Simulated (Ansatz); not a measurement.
## (KCl)2(NaI)1 [001] superlattice, started as rocksalt type: from the cell to its phonons

How does (KCl)2(NaI)1 [001] superlattice, started as rocksalt type vibrate, and is this structure a minimum?

Method: DFT PBE, scalar-relativistic, plane waves, PAW, in Ansatz 0.2.0.

The structure was built from a prototype and need not be the compound's stable phase.

### Step 1. Starting point

It takes space group I4/mmm (No. 139, tetragonal). The conventional cell has a = 4.490 Å, b = 4.490 Å, c = 19.050 Å, α = 90.00°, β = 90.00°, γ = 90.00°. Cl has 5 K at 3.17 Å and 1 Na at 3.17 Å nearest. Nearest to I lie 2 K at 3.17 to 3.18 Å and 4 Na at 3.17 Å. K has 1 I at 3.17 Å and 5 Cl at 3.17 Å nearest. Nearest to Na lie 2 Cl at 3.17 to 3.18 Å and 4 I at 3.17 Å. Farther neighbours and most contacts between anions are not listed.

### Step 2. Bringing the structure to rest

The cell and atoms are relaxed, since residual forces and stress would shift the frequencies.

The input, input.yaml:

```yaml
crystal:
  lattice:
    - [3.175, 3.175, 0.0]
    - [-3.175, 3.175, 0.0]
    - [3.175, 0.0, 9.525]
  atoms:
    - { symbol: Cl, position: [0.5, 0.5, 0.0] }
    - { symbol: Cl, position: [0.833333, 0.166667, 0.333333] }
    - { symbol: I, position: [0.166667, 0.833333, 0.666667] }
    - { symbol: K, position: [0.0, 0.0, 0.0] }
    - { symbol: K, position: [0.333333, 0.666667, 0.333333] }
    - { symbol: Na, position: [0.666667, 0.333333, 0.666667] }
kpoints:
  mp_grid: { grid: [4, 4, 4] }
hamiltonian:
  xc: pbe
scf:
  occupations: { method: gaussian, width: 0.02 }
output:
  forces: true
  stress: true
  eigenvalues: true
relax:
  adjacent_minimum: "off"
  f_tol: 0.005
  max_steps: 80
  cell: { stress_tol: 0.05 }
```

Launch:

```bash
$ ansatz run input.yaml --threads 8 --pin off --max-ram 14336MiB --backend cpu --events-out ev --progress --plain --runs-dir out
```

Numbers of over 12 decimals in the logs are rounded to 6 here.

Output:

```text
Warning: the atoms were moved onto the symmetric positions of the space group found under crystal.symmetry.tolerance 1.0e-5 (fractional; no operation is sought that the atoms, as they stand in a round, miss by more than twice it, and no atom is moved by as much as it), and the run uses the moved positions. Before a round's move an operation carried an atom to 8.98e-6 Å from where it should land, the largest such dist [...]
Engine: ansatz 0.2.0, x86_64-unknown-linux-gnu
Pseudopotentials: kind: paw
Pseudopotential: Cl, paw, valence charge 7, recommended cutoff 420 eV (normal), Cl.paw.azcp
Pseudopotential: I, paw, valence charge 17, recommended cutoff 420 eV (normal), I.paw.azcp
Pseudopotential: K, paw, valence charge 9, recommended cutoff 420 eV (normal), K.paw.azcp
Pseudopotential: Na, paw, valence charge 9, recommended cutoff 420 eV (normal), Na.paw.azcp
Functional definition: PBE
  parameter kappa = 0.804
  parameter beta = 0.066725
  exchange = pbe_x(kappa = kappa, mu = beta*pi^2/3)
  correlation = pbe_c(beta = beta)
Crystal: 6 atoms, lattice volume = 192.036 Å³
Basis set: ecut = 420 eV, 3775 PW (Γ), exchange–correlation on 64×64×144 points (8 copies of the dense FFT grid, shifted against one another)
Bands: 35, of which v1, the nominal top of the filled ones, is band 29 counted from 1 (28 counted from 0)
Symmetry: 16 space group operations
Space group: I4/mmm (ITA 139), of the structure as read, at distance tolerance 5.8e-5 Å
k-points: 13 of 64
Non-local potential: Cl, projectors of the file, l = 0: 2, l = 1: 2, l = 2: 2
Non-local potential: I, projectors of the file, l = 0: 2, l = 1: 2, l = 2: 2, l = 3: 2
Non-local potential: K, projectors of the file, l = 0: 3, l = 1: 2, l = 2: 2
Non-local potential: Na, projectors of the file, l = 0: 3, l = 1: 2, l = 2: 1
PAW form: soft (Blöchl's): semilocal exchange-correlation on the pseudo side does not see the compensation charge
PAW one-centre angular grid: Cl, 110 points (default); XC on 64 Gauss nodes
PAW one-centre angular grid: I, 590 points (default); XC on 64 Gauss nodes
PAW one-centre angular grid: K, 110 points (default); XC on 64 Gauss nodes
PAW one-centre angular grid: Na, 110 points (default); XC on 64 Gauss nodes
Initial density: superposition of atomic densities (neutral atoms: chi_scale 0, normalization atom), corrected by the library's trained network
Initial wavefunctions: pseudopotential atomic-orbital guess
Functional: x = pbe(κ = 0.804, μ = 0.219515), c = pbe(β = 0.066725)
SCF iter   1: F=—  HF=-14244.093377 eV  |F-HF|=—  |Δ(HF+E_count)|=         —  Δρ=3.61e-4  dr2=7.24e-4  ethr=1.77e-3  ⟨swp⟩=12.1  Hψ=2453  notcnv=0  defer=1
preconditioner: auto → Resta (q_TF=auto, 2.235 Å⁻¹)  ε∞=2.5  [insulator: Δε(μ)=4.398 eV  Ē_g=13.028 eV  σ=0.020 eV  W_gap=1.00  n_scr=42 (ndim 8)  ℏωp=16.1 eV  f_vac=0.092  D(μ)=0.00/eV (n_scr^D=0)  ε∞_Penn≈2.5]
SCF iter   2: F=—  HF=-14244.092098 eV  |F-HF|=—  |Δ(HF+E_count)|=   1.28e-3  Δρ=3.02e-4  dr2=3.35e-4  ethr=1.25e-6  ⟨swp⟩=3.1  Hψ=1199  notcnv=0  defer=20
SCF iter   3: F=—  HF=-14244.092048 eV  |F-HF|=—  |Δ(HF+E_count)|=   4.97e-5  Δρ=1.24e-4  dr2=7.50e-5  ethr=5.77e-7  ⟨swp⟩=2.0  Hψ=798  notcnv=0  defer=20
SCF iter   4: F=—  HF=-14244.092084 eV  |F-HF|=—  |Δ(HF+E_count)|=   3.62e-5  Δρ=4.59e-5  dr2=5.26e-6  ethr=1.29e-7  ⟨swp⟩=2.0  Hψ=798  notcnv=0  defer=20
SCF iter   5: F=—  HF=-14244.092085 eV  |F-HF|=—  |Δ(HF+E_count)|=   6.16e-7  Δρ=1.97e-5  dr2=7.81e-7  ethr=9.07e-9  ⟨swp⟩=2.0  Hψ=798  notcnv=0  defer=20
SCF iter   6: F=-14244.092085 eV  HF=-14244.092085 eV  |F-HF|=2.73e-9  |Δ(HF+E_count)|=   1.46e-7  Δρ=2.79e-6  dr2=1.37e-8  ethr=1.72e-10  ⟨swp⟩=10.2  Hψ=2573  notcnv=0
SCF 1 converged in 6 iterations: F = -14244.092085 eV  dr2 = 1.37e-8
  greatest PAW one-centre occupation: 0.999 electrons in one spin orbital (limit 2), on the Na atom at site 5 (counted from 0), in its partial waves of l = 0
relax step   1: F+E_penalty+E_count = -14244.09208495 eV  Δ(F+E_penalty+E_count) = +0.000e0 eV  max|allowed force component| = 5.477e-1 eV/Å  Δτ_max = 0.0000 Å  P = +1.101 GPa  Ω = 192.036 Å³  (6 SCF iters, dr2 threshold 1.00e-7 eV, accepted)
Crystal: 6 atoms, lattice volume = 198.824 Å³
Basis set: ecut = 420 eV, 3889 PW (Γ), exchange–correlation on 64×64×144 points (8 copies of the dense FFT grid, shifted against one another)
Initial density: handed on by an earlier stage of this run
Initial wavefunctions: those handed on with the density
iter 1 solved again at ethr=9.28e-4 eV; its pass at ethr=3.10e-3 eV (dr2=5.38e-1 eV) is discarded
SCF iter   1: F=—  HF=-14244.380655 eV  |F-HF|=—  |Δ(HF+E_count)|=         —  Δρ=1.19e-2  dr2=5.46e-1  ethr=9.28e-4  ⟨swp⟩=1.2  Hψ=2662  notcnv=0
preconditioner: auto → Resta (q_TF=auto, 2.222 Å⁻¹)  ε∞=2.5  [insulator: Δε(μ)=3.790 eV  Ē_g=13.058 eV  σ=0.020 eV  W_gap=1.00  n_scr=42 (ndim 8)  ℏωp=15.8 eV  f_vac=0.102  D(μ)=0.00/eV (n_scr^D=0)  ε∞_Penn≈2.5]
SCF iter   2: F=—  HF=-14244.213073 eV  |F-HF|=—  |Δ(HF+E_count)|=   1.68e-1  Δρ=3.34e-3  dr2=3.44e-2  ethr=9.28e-4  ⟨swp⟩=3.4  Hψ=791  notcnv=0
SCF iter   3: F=—  HF=-14244.203771 eV  |F-HF|=—  |Δ(HF+E_count)|=   9.30e-3  Δρ=1.28e-3  dr2=2.63e-3  ethr=5.94e-5  ⟨swp⟩=3.3  Hψ=909  notcnv=0  defer=20
SCF iter   4: F=—  HF=-14244.203446 eV  |F-HF|=—  |Δ(HF+E_count)|=   3.25e-4  Δρ=1.32e-4  dr2=6.24e-5  ethr=4.54e-6  ⟨swp⟩=2.0  Hψ=725  notcnv=0  defer=22
SCF iter   5: F=—  HF=-14244.203415 eV  |F-HF|=—  |Δ(HF+E_count)|=   3.16e-5  Δρ=5.47e-5  dr2=7.20e-6  ethr=1.08e-7  ⟨swp⟩=2.0  Hψ=709  notcnv=0  defer=22
SCF iter   6: F=-14244.203418 eV  HF=-14244.203417 eV  |F-HF|=3.97e-7  |Δ(HF+E_count)|=   2.63e-6  Δρ=1.05e-5  dr2=2.74e-7  ethr=1.03e-9  ⟨swp⟩=10.5  Hψ=2535  notcnv=0
SCF 2 converged in 6 iterations: F = -14244.203418 eV  dr2 = 2.74e-7
relax step   2: F+E_penalty+E_count = -14244.20341784 eV  Δ(F+E_penalty+E_count) = -1.113e-1 eV  max|allowed force component| = 1.397e-1 eV/Å  Δτ_max = 0.1950 Å  P = +0.113 GPa  Ω = 198.824 Å³  energy of the carried Pulay correction = -1.963e-4 eV  (6 SCF iters, dr2 threshold 6.00e-7 eV, accepted)
Crystal: 6 atoms, lattice volume = 199.710 Å³
Basis set: ecut = 420 eV, 3905 PW (Γ), exchange–correlation on 64×64×144 points (8 copies of the dense FFT grid, shifted against one another)
iter 1 solved again at ethr=4.48e-5 eV; its pass at ethr=3.10e-3 eV (dr2=2.60e-2 eV) is discarded
SCF iter   1: F=—  HF=-14244.224581 eV  |F-HF|=—  |Δ(HF+E_count)|=         —  Δρ=2.79e-3  dr2=2.95e-2  ethr=4.48e-5  ⟨swp⟩=2.5  Hψ=2302  notcnv=0
preconditioner: auto → Resta (q_TF=auto, 2.220 Å⁻¹)  ε∞=2.5  [insulator: Δε(μ)=4.078 eV  Ē_g=13.016 eV  σ=0.020 eV  W_gap=1.00  n_scr=42 (ndim 8)  ℏωp=15.8 eV  f_vac=0.102  D(μ)=0.00/eV (n_scr^D=0)  ε∞_Penn≈2.5]
SCF iter   2: F=—  HF=-14244.215516 eV  |F-HF|=—  |Δ(HF+E_count)|=   9.06e-3  Δρ=7.75e-4  dr2=1.74e-3  ethr=4.48e-5  ⟨swp⟩=3.5  Hψ=793  notcnv=0
SCF iter   3: F=—  HF=-14244.215064 eV  |F-HF|=—  |Δ(HF+E_count)|=   4.52e-4  Δρ=2.88e-4  dr2=1.13e-4  ethr=3.00e-6  ⟨swp⟩=2.1  Hψ=685  notcnv=0
SCF iter   4: F=—  HF=-14244.215050 eV  |F-HF|=—  |Δ(HF+E_count)|=   1.40e-5  Δρ=5.65e-5  dr2=7.32e-6  ethr=1.95e-7  ⟨swp⟩=2.0  Hψ=819  notcnv=0
SCF iter   5: F=—  HF=-14244.215047 eV  |F-HF|=—  |Δ(HF+E_count)|=   3.11e-6  Δρ=1.82e-5  dr2=9.81e-7  ethr=1.03e-9  ⟨swp⟩=9.4  Hψ=2317  notcnv=0
SCF iter   6: F=-14244.215047 eV  HF=-14244.215047 eV  |F-HF|=2.99e-8  |Δ(HF+E_count)|=   4.02e-7  Δρ=6.13e-6  dr2=5.14e-8  ethr=1.03e-9  ⟨swp⟩=6.5  Hψ=1876  notcnv=0
SCF 3 converged in 6 iterations: F = -14244.215047 eV  dr2 = 5.14e-8
relax step   3: F+E_penalty+E_count = -14244.21504740 eV  Δ(F+E_penalty+E_count) = -1.163e-2 eV  max|allowed force component| = 2.894e-2 eV/Å  Δτ_max = 0.0424 Å  P = +0.103 GPa  Ω = 199.710 Å³  energy of the carried Pulay correction = -2.215e-4 eV  (6 SCF iters, dr2 threshold 6.00e-7 eV, accepted)
[...]
relax step   4: F+E_penalty+E_count = -14244.21634662 eV  Δ(F+E_penalty+E_count) = -1.299e-3 eV  max|allowed force component| = 8.253e-3 eV/Å  Δτ_max = 0.0136 Å  P = +0.039 GPa  Ω = 200.817 Å³  energy of the carried Pulay correction = -2.527e-4 eV  (5 SCF iters, dr2 threshold 7.00e-8 eV, accepted)
[...]
relax step   5: F+E_penalty+E_count = -14244.21681046 eV  Δ(F+E_penalty+E_count) = -4.638e-4 eV  max|allowed force component| = 1.477e-3 eV/Å  Δτ_max = 0.0093 Å  P = -0.011 GPa  Ω = 201.644 Å³  energy of the carried Pulay correction = -2.759e-4 eV  (5 SCF iters, dr2 threshold 4.06e-8 eV, accepted)
Initial wavefunctions: pseudopotential atomic-orbital guess (no wavefunctions were taken with the density)
iter 1 solved again at ethr=7.33e-7 eV; its pass at ethr=3.10e-3 eV (dr2=4.25e-4 eV) is discarded
SCF iter   1: F=—  HF=-14244.198905 eV  |F-HF|=—  |Δ(HF+E_count)|=         —  Δρ=4.29e-4  dr2=1.35e-5  ethr=7.33e-7  ⟨swp⟩=3.2  Hψ=3705  notcnv=0
preconditioner: auto → Resta (q_TF=auto, 2.217 Å⁻¹)  ε∞=2.5  [insulator: Δε(μ)=4.059 eV  Ē_g=12.989 eV  σ=0.020 eV  W_gap=1.00  n_scr=42 (ndim 8)  ℏωp=15.7 eV  f_vac=0.104  D(μ)=0.00/eV (n_scr^D=0)  ε∞_Penn≈2.5]
SCF iter   2: F=—  HF=-14244.212247 eV  |F-HF|=—  |Δ(HF+E_count)|=   1.33e-2  Δρ=2.16e-4  dr2=2.85e-6  ethr=2.33e-8  ⟨swp⟩=2.2  Hψ=793  notcnv=0
SCF iter   3: F=—  HF=-14244.216181 eV  |F-HF|=—  |Δ(HF+E_count)|=   3.93e-3  Δρ=9.43e-5  dr2=8.53e-7  ethr=4.91e-9  ⟨swp⟩=2.0  Hψ=749  notcnv=0
SCF iter   4: F=—  HF=-14244.217062 eV  |F-HF|=—  |Δ(HF+E_count)|=   8.82e-4  Δρ=4.68e-6  dr2=1.71e-8  ethr=1.47e-9  ⟨swp⟩=2.0  Hψ=733  notcnv=0
SCF iter   5: F=—  HF=-14244.217064 eV  |F-HF|=—  |Δ(HF+E_count)|=   1.53e-6  Δρ=7.61e-7  dr2=2.45e-9  ethr=2.95e-11  ⟨swp⟩=2.0  Hψ=745  notcnv=0
SCF iter   6: F=—  HF=-14244.217064 eV  |F-HF|=—  |Δ(HF+E_count)|=   7.42e-9  Δρ=2.98e-7  dr2=3.57e-10  ethr=4.23e-12  ⟨swp⟩=2.0  Hψ=696  notcnv=0
SCF iter   7: F=—  HF=-14244.217064 eV  |F-HF|=—  |Δ(HF+E_count)|=  1.44e-10  Δρ=1.23e-7  dr2=6.33e-11  ethr=1.00e-12  ⟨swp⟩=6.5  Hψ=1805  notcnv=0
SCF iter   8: F=-14244.217064 eV  HF=-14244.217064 eV  |F-HF|=1.82e-12  |Δ(HF+E_count)|=  2.18e-11  Δρ=3.86e-8  dr2=3.90e-12  ethr=1.00e-12  ⟨swp⟩=4.8  Hψ=1500  notcnv=0
SCF 6 converged in 8 iterations: F = -14244.217064 eV  dr2 = 3.90e-12
relax step   6: F+E_penalty+E_count = -14244.21706393 eV  Δ(F+E_penalty+E_count) = -2.535e-4 eV  max|allowed force component| = 1.467e-3 eV/Å  Δτ_max = 0.0000 Å  P = -0.012 GPa  Ω = 201.644 Å³  stress off target by 3.36e-2 GPa  SCF on the basis re-selected at this cell (its energy is not comparable with the rows above)  (8 SCF iters)
basis re-selected at this cell: Δ(F+E_penalty+E_count) = -2.535e-4 eV, ΔP = -0.001 GPa vs the last step (what re-selecting the basis moved, of the pressure what is left beyond the Pulay correction that the steps carried, after the strain that the cell walked since its last selection, with what the two solves' SCF thresholds leave and, on support functions, any second-order correction that the steps lacked; it is no m [...]
SCF converged after 8 iterations
Free energy (F): -14244.217064 eV
Harris-Foulkes:  -14244.217064 eV  (|F-HF|=1.82e-12)
Internal energy: -14244.217064 eV  (E = F + TS)
E sigma→0 (E₀):  -14244.217064 eV
Fermi energy:    3.697665 eV
--- Per-component energies (eV) ---
  E_band       = -904.844173
  E_kinetic    = 1140.951804
  E_local      = -5507.659179  (includes V_loc(G=0)·N_el)
  E_nonlocal   = 107.028459
  E_hartree    = 2309.534756
  E_xc         = -653.217461
  E_vxc        = -754.487665  (∫ρ·V_xc dr)
  E_paw        = -7962.740780  (= ΣΔE_a)
  E_vpaw       = -509.747269  (= ΣTr[D̂ρ^β])
  E_aug_tail   = 0.000134  (compensation charges beyond the density's cutoff)
  E_ewald      = -3678.114796
  E_smearing   = -0.000000  (= −TS)
  E_closure    = -0.000000  (closes the sum)
  Σ components = -14244.217064   (vs F -14244.217064, Δ=0.00e0)
--- Forces (eV/Å), atoms counted from 1 ---
  atom   1  Cl     0.00000000     0.00000000     0.00119206
  atom   2  Cl     0.00000000     0.00000000    -0.00119206
  atom   3  I     -0.00000000     0.00000000     0.00000000
  atom   4  K      0.00000000     0.00000000     0.00146652
  atom   5  K      0.00000000     0.00000000    -0.00146652
  atom   6  Na     0.00000000    -0.00000000     0.00000000
  max |Σ_I F_I| component: 2.17e-19 eV/Å
--- Stress (GPa, compression-positive) ---
       -0.033567       0.000000       0.000000
       -0.000000      -0.033567       0.000000
        0.000000       0.000000       0.031489
  P = ⅓ Tr σ = -0.0119 GPa (-0.119 kbar)
--- Band table (eV; the first three rows and the last of 13) ---
  k-point 0: bands = [... 25 lower, 0.8671, 1.3731, 1.5941, 1.5941, 5.7242, 7.2819, 7.7530, 7.9656, ... 2 higher]
  k-point 1: bands = [... 25 lower, 0.8847, 1.2410, 1.5893, 1.5893, 5.9300, 7.0453, 7.6042, 8.2529, ... 2 higher]
  k-point 2: bands = [... 25 lower, 0.8973, 1.0694, 1.5844, 1.5844, 6.2559, 6.7084, 7.5298, 8.1903, ... 2 higher]
  k-point 12: bands = [... 25 lower, 0.6270, 0.8084, 0.8084, 1.3316, 6.8618, 7.6642, 7.6642, 8.9608, ... 2 higher]
--- Relaxed structure (5 steps of the walk, 5 accepted, 1 SCFs on fresh bases) ---
  F+E_penalty+E_count = -14244.21706393 eV   max|allowed force component| = 1.467e-3 eV/Å   (the final SCF, on the basis selected at the relaxed cell)
  cell:  # Å, volume = 201.6438 Å³
    - [3.204155, 3.204155, 0.0]
    - [-3.204155, 3.204155, 0.0]
    - [3.204155, 0, 9.820373]
  atoms:
    - { symbol: Cl, position: [0.502654, 0.497346, -0.00530834] }
    - { symbol: Cl, position: [0.830679, 0.169321, 0.338642] }
    - { symbol: I, position: [0.166667, 0.833333, 0.666667] }
    - { symbol: K, position: [-0.00749748, 0.00749748, 0.014995] }
    - { symbol: K, position: [0.340831, 0.659169, 0.318338] }
    - { symbol: Na, position: [0.666667, 0.333333, 0.666667] }
```

The job ended after 4.2 s (8 threads of Intel Xeon Platinum 8488C (Sapphire Rapids), shared host; peak memory 0.79 GiB).

Relaxation path:

```
step  energy less that of the first step (eV)  largest force component (eV/Å)  pressure (GPa)  volume (Å³)
   1                                   0.0000                          0.5477            1.10       192.04
   2                                  -0.1113                          0.1397            0.11       198.82
   3                                  -0.1230                          0.0289            0.10       199.71
   4                                  -0.1243                          0.0083            0.04       200.82
   5                                  -0.1247                          0.0015           -0.01       201.64
  6*                                  -0.1250                          0.0015           -0.01       201.64
```

Relaxation steps marked * repeat the geometry before them on a plane-wave basis chosen anew for their cell, so energy and pressure can jump there.

Forces are held to the 16 operations that the run works with; a distortion that breaks them can't arise in this run.

```
conventional cell, symmetrised  before   after  change
                         a (Å)   4.490   4.531  +0.9 %
                         b (Å)   4.490   4.531  +0.9 %
                         c (Å)  19.050  19.641  +3.1 %
              volume (Å³/atom)   32.01   33.61  +5.0 %
```

The atoms that moved most (Å, as changes of fractional coordinates times the final cell):

```
atom     dx     dy      dz  length
  K4  0.000  0.000   0.147   0.147
  K5  0.000  0.000  -0.147   0.147
 Cl2  0.000  0.000   0.052   0.052
 Cl1  0.000  0.000  -0.052   0.052
```

A gap read on the k-mesh alone can miss the band edges.

Numbers from this step:

* pressure: -0.01188 GPa
* gap on the k-mesh: 4.053 eV
* volume per atom: 33.61 Å³
* direct gap on mesh: 4.130 eV

In this step the volume went from 32.01 to 33.61 Å³/atom.

(Part 1 of 3 ends here.)

[Logs are printed without paths, hosts, clocks, repeated set-up lines and the standing remarks that a program may print on its own settings, such as how far it seeks lower states.]

[Hosts, paths, dates, database ids (printed as entryN), source tags and the programs' standing remarks are cut or masked in the printed files.]
